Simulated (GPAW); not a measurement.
The Pd L₃ edge of atom 1 in TiPd3 (Pm-3m), with 2 Pd at 2.70 Å, 2 Ti at 2.70 Å, 1 Pd at 2.70 Å, 2 Ti at 2.70 Å and 5 Pd at 2.70 Å (cuboctahedral, site symmetry 4/mmm), was computed in 2 ways: excited-electron core hole (neutral cell) and no core hole. Program and functional: GPAW, LDA, Gaussian full width 2.25 eV up to 4 eV, rising linearly to 3.5 eV at 25 eV; cells of 4 and 16 atoms (the run without a hole in the smaller).

Each run is counted from its own lowest empty level or Fermi level and scaled to a mean of 1 over its first 20 eV.

```
E (eV)  run 1  run 2
  -2.0   0.05   0.06
  -1.4   0.23   0.25
  -0.8   0.70   0.66
  -0.2   1.51   1.25
   0.4   2.33   1.70
   1.0   2.60   1.70
   1.6   2.19   1.31
   2.2   1.49   0.89
   2.8   0.97   0.65
   3.4   0.74   0.59
   4.0   0.66   0.58
   4.6   0.61   0.57
   5.2   0.56   0.55
   5.8   0.53   0.56
   6.4   0.53   0.62
   7.0   0.59   0.71
   7.6   0.68   0.79
   8.2   0.74   0.84
   8.8   0.77   0.89
   9.4   0.81   0.97
  10.0   0.86   1.08
  10.6   0.93   1.20
  11.2   1.00   1.29
  11.8   1.06   1.34
  12.4   1.11   1.34
  13.0   1.15   1.33
  13.6   1.15   1.32
  14.2   1.13   1.30
  14.8   1.10   1.26
  15.4   1.07   1.19
  16.0   1.02   1.11
  16.6   0.94   1.01
  17.2   0.84   0.90
  17.8   0.74   0.82
  18.4   0.68   0.80
  19.0   0.68   0.86
  19.6   0.74   0.96
  20.2   0.83   1.05
  20.8   0.89   1.08
  21.4   0.90   1.04
  22.0   0.84   0.93
  22.6   0.75   0.82
  23.2   0.65   0.75
  23.8   0.60   0.74
  24.4   0.62   0.82
  25.0   0.71   0.95
  25.6   0.84   1.11
  26.2   0.97   1.25
  26.8   1.08   1.35
  27.4   1.13   1.38
  28.0   1.14   1.35
  28.6   1.12   1.27
  29.2   1.05   1.15
  29.8   0.96   1.02
  30.4   0.85   0.89
  31.0   0.74   0.79
  31.6   0.65   0.72
```

**Question.** Which run is which?

Run 1: no core hole (area from −2 to 6 eV 9.0, main maxima 1.0 eV (2.60), 13.4 eV (1.15), 21.2 eV (0.90) and 27.8 eV (1.15)). Run 2: excited-electron core hole (neutral cell) (area from −2 to 6 eV 6.7, main maxima 0.6 eV (1.76), 12.2 eV (1.34), 20.8 eV (1.08) and 27.4 eV (1.38)). With each curve scaled to its own mean, the area from −2 to 6 eV with the hole is 6.7 against 9.0, and the centre of weight from −1 to 20 eV moves by +1.2 eV (first and strongest maxima below 20 eV: 1.0 eV (2.60) and 13.4 eV (1.15) without the hole, 0.6 eV (1.76) and 12.2 eV (1.34) with it): the near-edge weight falls against the higher-lying part.

[Banner, clock and machine lines of the logs are left out without a mark of their own.]

[Logs are printed without paths, hosts, clocks, repeated set-up lines and the standing remarks that a program may print on its own settings, such as how far it seeks lower states.]

[Hosts, paths, dates, database ids (printed as entryN), source tags and the programs' standing remarks are cut or masked in the printed files.]

[Lists of maxima count a maximum above −3 eV only where it reaches 4 % of the highest in the window and stands out from its surroundings by 2 % of it (1.5 % where it reaches 55 %); shoulders and weaker maxima are passed over, and of the rest the first, up to two pre-edge ones and the few strongest are named.]
